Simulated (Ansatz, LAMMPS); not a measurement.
**Structural relaxation of Li+ BF4- in dimethyl carbonate and dimethyl sulfoxide, from a frame at 300 K (114 atoms)**

Aim: bring Li+ BF4- in dimethyl carbonate and dimethyl sulfoxide, from a frame at 300 K (114 atoms) to a nearby minimum of the energy and see what moves.

Calculated with Ansatz 0.2.0; Kohn-Sham DFT, r2SCAN+D3(BJ), PAW (set soft_2), plane waves.

## 1. The starting structure

The cell holds 114 atoms: 24 C, 21 O, 54 H, 3 S, 2 B, 8 F and 2 Li. Cell: a = 11.095 Å, b = 11.095 Å, c = 11.095 Å, α = 90.0°, β = 90.0°, γ = 90.0°. 6 dimethyl carbonate, 3 dimethyl sulfoxide, 2 Li+, 2 BF4- placed at random, at 1.17 g/cm³; overlaps pushed apart, then 10 ps at 550 K with stiff harmonic cages for PF6 and BF4 with UFF radii; Joung-Cheatham ions (J. Phys. Chem. B 112, 9020 (2008)); MMFF94 bonds, angles, torsions, charges and radii (Halgren, J. Comput. Chem. 17, 490 (1996)) in harmonic and 12-6 forms; charges of ions scaled by 0.8. Snapshot after 30 ps at 300 K and fixed volume.

Limits known from the start: The network of contacts between molecules at the start is that of the classical potential that made the cell. The density was typed from a rule of thumb and may lie off the real one at this temperature. Only the Γ point is sampled, in a cell whose shortest periodic width is 11 Å.

## 2. Making the structure

A classical potential makes the cell, at a small fraction of what the same run would cost in DFT.

This step: classical MD, stiff harmonic cages for PF6 and BF4 with UFF radii; Joung-Cheatham ions (J. Phys. Chem. B 112, 9020 (2008)); MMFF94 bonds, angles, torsions, charges and radii (Halgren, J. Comput. Chem. 17, 490 (1996)) in harmonic and 12-6 forms; charges of ions scaled by 0.8 (LAMMPS 22 Jul 2025 - Update 4).

Contents of in.lmp:

```
# Li+ BF4- in dimethyl carbonate and dimethyl sulfoxide
units real
atom_style full
boundary p p p
bond_style harmonic
angle_style harmonic
dihedral_style opls
improper_style harmonic
special_bonds lj 0 0 0.5 coul 0 0 0.75
read_data data.lmp
neigh_modify delay 0 every 1 check yes one 4000
comm_modify cutoff 12.0
timestep 0.5
thermo_style custom step time temp pe press density
thermo_modify norm yes
# push overlapping molecules apart
pair_style soft 2.6
pair_coeff * * 0.0
variable a equal ramp(1,60)
fix ad all adapt 1 pair soft a * * v_a
velocity all create 550 294966 mom yes dist gaussian
fix lim all nve/limit 0.03
fix lan all langevin 550 550 50 294967 zero yes
thermo 1000
run 3000 post no
unfix ad
pair_style lj/cut/coul/long 9.0
pair_modify mix arithmetic tail yes
pair_coeff 1 1 0.0678 3.3680   # C
pair_coeff 2 2 0.0763 3.0430   # O
pair_coeff 3 3 0.0678 3.4070   # C
pair_coeff 4 4 0.0763 2.9870   # O
pair_coeff 5 5 0.0216 2.5400   # H
pair_coeff 6 6 0.2681 3.6400   # S
# [... 21 lines left out ...]
compute msd all msd com yes
thermo 7500
fix md all nvt temp 300 300 100
run 30000 post no
print "== T300: mean square displacement over the hold $(c_msd[4]:%.2f) A^2"
unfix md
uncompute msd
write_dump all custom T300.dump id type xs ys zs modify sort id
```

The run is started by

```sh
> lmp -in in.lmp -log none -nocite
```

Output:

```text
LAMMPS (22 Jul 2025 - Update 4)
Reading data file ...
  orthogonal box = (0 0 0) to (11.09509 11.09509 11.09509)
  114 atoms
  orthogonal box = (0 0 0) to (11.09509 11.09509 11.09509)
  113 bonds
  147 angles
  96 dihedrals
  6 impropers
WARNING: Bond/angle/dihedral extent > half of periodic box length
   Step          Time           Temp          PotEng         Press         Density
         0   0              550            0.36536797     6218.4156      1.1700006
      1000   500            528.70365      1.6359419      14508.211      1.1700006
      2000   1000           482.40786      1.3680746      9398.9804      1.1700006
[... 45 lines left out ...]
Loop time of 1.792 s on 1 MPI rank(s) for 5000 steps with 114 atoms
WARNING: Bond/angle/dihedral extent > half of periodic box length
   Step          Time           Temp          PotEng         Press         Density
[... 2 lines left out ...]
     30000   29000          276.40805     -4.2307435     -11776.793      1.1700006
     37500   36500          322.06112     -4.2088742     -12658.015      1.1700006
     45000   44000          315.62456     -4.2908218      3590.42        1.1700006
     47000   46000          307.45725     -4.1841618      5873.1872      1.1700006
WARNING: Bond/angle/dihedral extent > half of periodic box length
Loop time of 10.5545 s on 1 MPI rank(s) for 30000 steps with 114 atoms
== T300: mean square displacement over the hold 14.65 A^2
```

The job ended after 17 s (1 thread of Intel Xeon Platinum 8488C (Sapphire Rapids), shared host; peak memory 0.12 GiB).

The input also reads data.lmp (atoms, bonds and types; not printed here).

## 3. Single point at the start

A single point comes first, to see the forces before anything moves.

Contents of input.yaml:

```yaml
crystal:
  lattice:
    - [11.09509, 0.0, 0.0]
    - [0.0, 11.09509, 0.0]
    - [0.0, 0.0, 11.09509]
  atoms:
    - { symbol: C, position: [0.42446, 0.51278, 0.59192] }
    - { symbol: O, position: [0.54756, 0.47323, 0.60188] }
    - { symbol: C, position: [0.56258, 0.3665, 0.54868] }
    - { symbol: O, position: [0.4941, 0.30208, 0.4954] }
    - { symbol: O, position: [0.68197, 0.33503, 0.56679] }
    - { symbol: C, position: [0.71182, 0.22744, 0.51274] }
    - { symbol: H, position: [0.40453, 0.5509, 0.49968] }
    - { symbol: H, position: [0.36051, 0.44072, 0.61328] }
    - { symbol: H, position: [0.40946, 0.57897, 0.6642] }
    - { symbol: H, position: [0.69, 0.24027, 0.41748] }
    - { symbol: H, position: [0.67032, 0.14753, 0.55491] }
    - { symbol: H, position: [0.80889, 0.21652, 0.51184] }
    - { symbol: C, position: [0.92342, 0.38828, 0.06552] }
    - { symbol: O, position: [0.83691, 0.38845, 0.166] }
    - { symbol: C, position: [0.84112, 0.49247, 0.23468] }
    - { symbol: O, position: [0.92138, 0.56664, 0.23469] }
    - { symbol: O, position: [0.73715, 0.50119, 0.29827] }
    - { symbol: C, position: [0.72304, 0.60989, 0.35662] }
    - { symbol: H, position: [0.95817, 0.29602, 0.0576] }
    - { symbol: H, position: [0.89228, 0.42738, 0.98408] }
    - { symbol: H, position: [0.99942, 0.44763, 0.09065] }
    - { symbol: H, position: [0.63414, 0.64962, 0.3285] }
    - { symbol: H, position: [0.79707, 0.68422, 0.3434] }
    - { symbol: H, position: [0.71714, 0.5972, 0.45562] }
    - { symbol: C, position: [0.18488, 0.63453, 0.1568] }
    - { symbol: O, position: [0.24249, 0.7357, 0.11436] }
    - { symbol: C, position: [0.16948, 0.8299, 0.08872] }
    - { symbol: O, position: [0.06014, 0.82711, 0.07908] }
    - { symbol: O, position: [0.24503, 0.92312, 0.07703] }
    - { symbol: C, position: [0.17612, 0.02733, 0.06431] }
    - { symbol: H, position: [0.12062, 0.60473, 0.09276] }
    - { symbol: H, position: [0.24981, 0.5632, 0.16381] }
    - { symbol: H, position: [0.13792, 0.64777, 0.24484] }
    - { symbol: H, position: [0.11846, 0.01644, 0.98787] }
    - { symbol: H, position: [0.24736, 0.1027, 0.04848] }
    - { symbol: H, position: [0.13093, 0.04546, 0.14654] }
    - { symbol: C, position: [0.6019, 0.27009, 0.83573] }
    - { symbol: O, position: [0.53071, 0.37626, 0.83885] }
    - { symbol: C, position: [0.40712, 0.35362, 0.83406] }
    - { symbol: O, position: [0.36364, 0.26062, 0.79122] }
    - { symbol: O, position: [0.34346, 0.44706, 0.87341] }
    - { symbol: C, position: [0.21941, 0.41787, 0.86348] }
    - { symbol: H, position: [0.69956, 0.28285, 0.83827] }
    - { symbol: H, position: [0.57669, 0.2156, 0.91044] }
    - { symbol: H, position: [0.58116, 0.21523, 0.75415] }
    - { symbol: H, position: [0.19228, 0.38216, 0.77881] }
    - { symbol: H, position: [0.15948, 0.49725, 0.88655] }
    - { symbol: H, position: [0.19398, 0.34382, 0.92603] }
    - { symbol: C, position: [0.45328, 0.90789, 0.71071] }
    - { symbol: O, position: [0.33703, 0.93141, 0.75551] }
    - { symbol: C, position: [0.29095, 0.03286, 0.69863] }
    - { symbol: O, position: [0.33853, 0.09172, 0.61624] }
    - { symbol: O, position: [0.17428, 0.04774, 0.73926] }
    - { symbol: C, position: [0.10406, 0.13433, 0.67966] }
    - { symbol: H, position: [0.51673, 0.97093, 0.74927] }
    - { symbol: H, position: [0.47194, 0.80923, 0.7139] }
    - { symbol: H, position: [0.45047, 0.91942, 0.61429] }
    - { symbol: H, position: [0.04728, 0.17235, 0.7437] }
    - { symbol: H, position: [0.05569, 0.08791, 0.61148] }
    - { symbol: H, position: [0.16387, 0.19917, 0.64471] }
    - { symbol: C, position: [0.43253, 0.85689, 0.36458] }
    - { symbol: O, position: [0.50908, 0.91596, 0.27786] }
    - { symbol: C, position: [0.49844, 0.03871, 0.28202] }
    - { symbol: O, position: [0.45219, 0.0958, 0.36202] }
    - { symbol: O, position: [0.54683, 0.08819, 0.18399] }
    - { symbol: C, position: [0.50979, 0.2103, 0.17399] }
    - { symbol: H, position: [0.48282, 0.81417, 0.43403] }
    - { symbol: H, position: [0.36741, 0.92117, 0.39866] }
    - { symbol: H, position: [0.38331, 0.7917, 0.31355] }
    - { symbol: H, position: [0.41387, 0.21674, 0.14281] }
    - { symbol: H, position: [0.5578, 0.25346, 0.10397] }
    - { symbol: H, position: [0.54126, 0.25823, 0.25274] }
    - { symbol: C, position: [0.10527, 0.5761, 0.53536] }
    - { symbol: S, position: [0.13068, 0.73324, 0.56067] }
    - { symbol: C, position: [0.0741, 0.72783, 0.71679] }
    - { symbol: O, position: [0.26628, 0.75789, 0.56361] }
    - { symbol: H, position: [0.12335, 0.55025, 0.43865] }
    - { symbol: H, position: [0.16039, 0.52445, 0.5973] }
    [... 30 atom lines left out ...]
    - { symbol: F, position: [0.71446, 0.98135, 0.84267] }
    - { symbol: F, position: [0.8655, 0.98233, 0.68572] }
    - { symbol: F, position: [0.89913, 0.93485, 0.8894] }
    - { symbol: F, position: [0.86784, 0.1261, 0.83838] }
    - { symbol: Li, position: [0.89989, 0.82525, 0.03011] }
    - { symbol: Li, position: [0.36699, 0.19333, 0.49093] }
kpoints:
  mp_grid: { grid: [1, 1, 1] }
hamiltonian:
  xc: r2scan
  dispersion: d3bj
scf:
  occupations: { method: fixed }
output:
  forces: true
  stress: true
  populations: true
  dos:
    method: { smearing: { sigma: 0.08 } }
    de: 0.1
    projected: { site_lists: { B: [B], C: [C], F: [F], H: [H], Li: [Li] } }
  eigenvalues: true
```

The run is started by

```sh
> ansatz run input.yaml --threads 4 --pin off --max-ram 8192MiB --backend cpu --events-out ev --progress --plain --runs-dir out
```

Output:

```text
Warning: the engine holds no damping parameters fitted to this dispersion correction and functional, so the run takes those fitted to r2scan beside the three-body term, which d3bj leaves out (hamiltonian.dispersion, under Limitations)
Engine: ansatz 0.2.0, x86_64-unknown-linux-gnu
Pseudopotentials: kind: paw
Pseudopotential: C, paw, valence charge 4, recommended cutoff 500 eV (meta_gga), C.paw.azcp
Pseudopotential: O, paw, valence charge 6, recommended cutoff 500 eV (meta_gga), O.paw.azcp
Pseudopotential: H, paw, valence charge 1, recommended cutoff 500 eV (meta_gga), H.paw.azcp
Pseudopotential: S, paw, valence charge 6, recommended cutoff 500 eV (meta_gga), S.paw.azcp
Pseudopotential: B, paw, valence charge 3, recommended cutoff 500 eV (meta_gga), B.paw.azcp
Pseudopotential: F, paw, valence charge 7, recommended cutoff 500 eV (meta_gga), F.paw.azcp
Pseudopotential: Li, paw, valence charge 3, recommended cutoff 500 eV (meta_gga), Li.paw.azcp
[... 6 lines on functional and potentials left out ...]
Crystal: 114 atoms, lattice volume = 1365.817 Å³
Basis set: ecut = 500 eV, 34697 PW (Γ), exchange–correlation on 324×324×324 points (64 copies of the dense FFT grid, shifted against one another)
Bands: 295, of which v1, the nominal top of the filled ones, is band 181 counted from 1 (180 counted from 0)
Symmetry: 1 space group operations
Space group: P1 (ITA 1), of the structure as read, at distance tolerance 1.1e-4 Å
k-points: 1
[... 20 lines on functional and potentials left out ...]
Initial density: superposition of atomic densities (neutral atoms: chi_scale 0, normalization atom), corrected by the library's trained network
Initial wavefunctions: pseudopotential atomic-orbital guess
Functional: x = r2scan, c = r2scan; τ floored in thin density (d = 2e-4 eV/Å³)
SCF iter   1: F=—  HF=-28767.235961 eV  |F-HF|=—  |Δ(HF+E_count)|=         —  Δρ=8.85e-3  dr2=1.21e0  dr2_τ=8.34e0  ethr=1.77e-3  ⟨swp⟩=5.0  Hψ=1078  notcnv=0  defer=108
preconditioner: auto → Resta (q_TF=auto, 2.187 Å⁻¹)  ε∞=2.4  [insulator: Δε(μ)=5.007 eV  Ē_g=14.913 eV  n_scr=250 (ndim 8)  ℏωp=17.5 eV  f_vac=0.294  ε∞_Penn≈2.4]
SCF iter   2: F=—  HF=-28766.247959 eV  |F-HF|=—  |Δ(HF+E_count)|=   9.88e-1  Δρ=4.60e-3  dr2=1.83e-1  dr2_τ=4.09e-2  ethr=3.33e-4  ⟨swp⟩=3.0  Hψ=513  notcnv=0  defer=109
SCF iter   3: F=—  HF=-28766.226838 eV  |F-HF|=—  |Δ(HF+E_count)|=   2.11e-2  Δρ=1.93e-3  dr2=5.17e-2  dr2_τ=3.87e-3  ethr=5.06e-5  ⟨swp⟩=3.0  Hψ=347  notcnv=0  defer=112
SCF iter   4: F=—  HF=-28766.225921 eV  |F-HF|=—  |Δ(HF+E_count)|=   9.18e-4  Δρ=6.73e-4  dr2=6.93e-3  dr2_τ=9.19e-4  ethr=1.43e-5  ⟨swp⟩=3.0  Hψ=342  notcnv=0  defer=112
SCF iter   5: F=—  HF=-28766.227576 eV  |F-HF|=—  |Δ(HF+E_count)|=   1.66e-3  Δρ=2.63e-4  dr2=1.11e-3  dr2_τ=1.06e-4  ethr=1.91e-6  ⟨swp⟩=2.0  Hψ=493  notcnv=0  defer=112
SCF iter   6: F=—  HF=-28766.228560 eV  |F-HF|=—  |Δ(HF+E_count)|=   9.85e-4  Δρ=1.06e-4  dr2=1.71e-4  dr2_τ=1.75e-5  ethr=3.06e-7  ⟨swp⟩=2.0  Hψ=365  notcnv=0  defer=112
SCF iter   7: F=—  HF=-28766.228814 eV  |F-HF|=—  |Δ(HF+E_count)|=   2.53e-4  Δρ=5.71e-5  dr2=4.16e-5  dr2_τ=5.41e-6  ethr=4.73e-8  ⟨swp⟩=2.0  Hψ=349  notcnv=0  defer=112
SCF iter   8: F=—  HF=-28766.231266 eV  |F-HF|=—  |Δ(HF+E_count)|=   2.45e-3  Δρ=1.65e-5  dr2=4.30e-6  dr2_τ=3.79e-7  ethr=1.15e-8  ⟨swp⟩=2.0  Hψ=358  notcnv=0  defer=109
SCF iter   9: F=—  HF=-28766.231282 eV  |F-HF|=—  |Δ(HF+E_count)|=   1.59e-5  Δρ=7.19e-6  dr2=7.80e-7  dr2_τ=7.85e-8  ethr=1.19e-9  ⟨swp⟩=2.0  Hψ=343  notcnv=0  defer=111
SCF iter  10: F=—  HF=-28766.231284 eV  |F-HF|=—  |Δ(HF+E_count)|=   2.07e-6  Δρ=3.16e-6  dr2=1.50e-7  dr2_τ=1.61e-8  ethr=2.15e-10  ⟨swp⟩=2.0  Hψ=363  notcnv=0  defer=112
SCF iter  11: F=-28766.231284 eV  HF=-28766.231284 eV  |F-HF|=7.35e-8  |Δ(HF+E_count)|=   3.79e-7  Δρ=1.19e-6  dr2=2.32e-8  dr2_τ=2.58e-9  ethr=2.76e-11  ⟨swp⟩=17.0  Hψ=2197  notcnv=0
SCF 1 converged in 11 iterations: F = -28766.231284 eV  dr2 = 2.32e-8
  greatest PAW one-centre occupation: 0.999 electrons in one spin orbital (limit 2), on the Li atom at site 113 (counted from 0), in its partial waves of l = 0
SCF converged after 11 iterations
Free energy (F): -28766.231284 eV
Harris-Foulkes:  -28766.231284 eV  (|F-HF|=7.35e-8)
Internal energy: -28766.231284 eV  (E = F + TS)
E sigma→0 (E₀):  -28766.231284 eV
Fermi energy:    -0.964833 eV
--- Per-component energies (eV) ---
  E_band       = -3622.580780
  E_kinetic    = 8763.483310
  E_local      = -33924.054563  (includes V_loc(G=0)·N_el)
  E_nonlocal   = 2356.217913
  E_hartree    = 13099.705106
  E_xc         = -4131.789619
  E_vxc        = -5795.025802  (∫ρ·V_xc dr)
  E_paw        = -9475.979239  (= ΣΔE_a)
  E_vpaw       = -1597.590039  (= ΣTr[D̂ρ^β])
  E_aug_tail   = 0.003200  (compensation charges beyond the density's cutoff)
  E_vtau       = 374.976643  (kinetic-family band-sum trace: ∫τ·v_τ [+ j·A + Jᵃ·Aᵃ] dr)
  E_ewald      = -5449.308721
  E_disp       = -2.626025  (pairwise vdW)
  E_core_change = -1.882645  (= ΣΔE_core)
  E_smearing   = -0.000000  (= −TS)
  E_closure    = -0.000000  (closes the sum)
  Σ components = -28766.231284   (vs F -28766.231284, Δ=0.00e0)
--- Forces (eV/Å), atoms counted from 1 ---
  atom   1  C     -1.00146789     0.96007079    -0.04472578
  atom   2  O     -0.86789923    -0.81747005    -0.89468711
  atom   3  C      3.02720153    -0.24217250     0.92582057
  atom   4  O     -0.39666435     0.65447736     0.22508688
  atom   5  O     -1.67035019     1.91617145     0.97057175
  atom   6  C      0.67924333    -1.28920708    -1.58698497
  atom   7  H      0.28962257    -0.43041351     1.22093244
  atom   8  H      0.31216655    -0.18697151    -0.45480572
  atom   9  H      0.35881767     0.12077885    -0.65528772
  atom  10  H     -0.32349577    -0.84709924    -0.06163245
  atom  11  H     -0.03105473     0.39900650    -0.32034829
  atom  12  H      0.23891634     0.18756385     0.58946037
  atom  13  C      1.61300877    -0.03395239     2.06539726
  atom  14  O      0.15475176     1.44424962    -0.10793887
[...]
atom 113  Li    -0.15710609     0.29044462    -0.12446121
  atom 114  Li    -0.46106563    -0.04563226    -0.72563888
  max |Σ_I F_I| component: 6.24e-5 eV/Å
--- Stress (GPa, compression-positive) ---
       -1.423656      -0.628312      -0.026286
       -0.628310       0.341615       0.237977
       -0.026286       0.237979      -0.793885
  P = ⅓ Tr σ = -0.6253 GPa (-6.253 kbar)
--- Band table (eV) ---
  k-point 0: bands = ["-45.1909", "-45.0755", "-26.4458", "-26.1985", [... 279 levels ...], "10.7431", "10.7983", "10.8443", "10.9229", "10.9648", "10.9945", "11.0497", "11.1208", "11.2072", "11.2433", "11.2774", "11.3224"]
--- Löwdin populations: 114 sites ---
  site symbol       q [e]
     0      C      4.2081
     1      O      6.2607
     2      C      3.2478
[...]
113     Li      2.2199
  spilling = 0.013633 (of n_electrons = 362.000000)
```

It took 32 s on 4 threads of Intel Xeon Platinum 8488C (Sapphire Rapids), shared host; peak memory 3.4 GiB; 2 min of CPU time.

Notices of the run: dispersion damping borrowed.

Numbers from this run:

```
free energy                                      : -28766.2313 eV
free energy per atom                             : -252.3354 eV/atom
SCF cycles                                       : 11
pressure                                         : -0.6253 GPa
r.m.s. force component                           : 0.9516 eV/Å
longest force                                    : 4.023 eV/Å
Fermi energy                                     : -0.9648 eV
gap (highest filled to lowest empty level) : 4.789 eV
spilling of the projection                       : 0.01363
```

The r.m.s. force component of 0.95 eV/Å and the pressure of -0.63 GPa set the starting point.

Neighbours are counted within 1.34 Å (H-C), 1.73 Å (C-O), 2.21 Å (C-S), 1.93 Å (O-S), 2.43 Å (O-Li), 1.72 Å (F-B), 2.43 Å (F-Li).

Length of the force by element and coordination:

```csv
element,coordination,atoms,mean length of the force (eV/Å),spread,least,most
B,all,2,2.50,0.230,2.27,2.73
C,all,24,2.03,0.867,0.965,4.02
C,3,6,1.97,0.801,1.04,3.17
C,4,18,2.06,0.887,0.965,4.02
F,all,8,1.40,0.447,0.878,2.14
F,1,5,1.09,0.158,0.878,1.32
F,2,3,1.92,0.252,1.57,2.14
H,all,54,1.05,0.550,0.217,2.54
Li,all,2,0.607,0.254,0.353,0.861
Li,4,1,0.353,0,0.353,0.353
Li,5,1,0.861,0,0.861,0.861
O,all,21,1.73,0.859,0.381,3.42
O,1,3,1.68,0.53,1.14,2.40
O,2,18,1.73,0.901,0.381,3.42
S,all,3,1.53,0.210,1.24,1.72
```

(Continued in part 2 of 3.)

[Logs are printed without paths, hosts, clocks, repeated set-up lines and the standing remarks that a program may print on its own settings, such as how far it seeks lower states.]

[Hosts, paths, dates, database ids (printed as entryN), source tags and the programs' standing remarks are cut or masked in the printed files.]

[The MMFF94 radii named for the starting cell were scaled by 0.96; in molecules described by MMFF94, hydrogen bound to N, O or S took a small fixed 12-6 site in their place.]
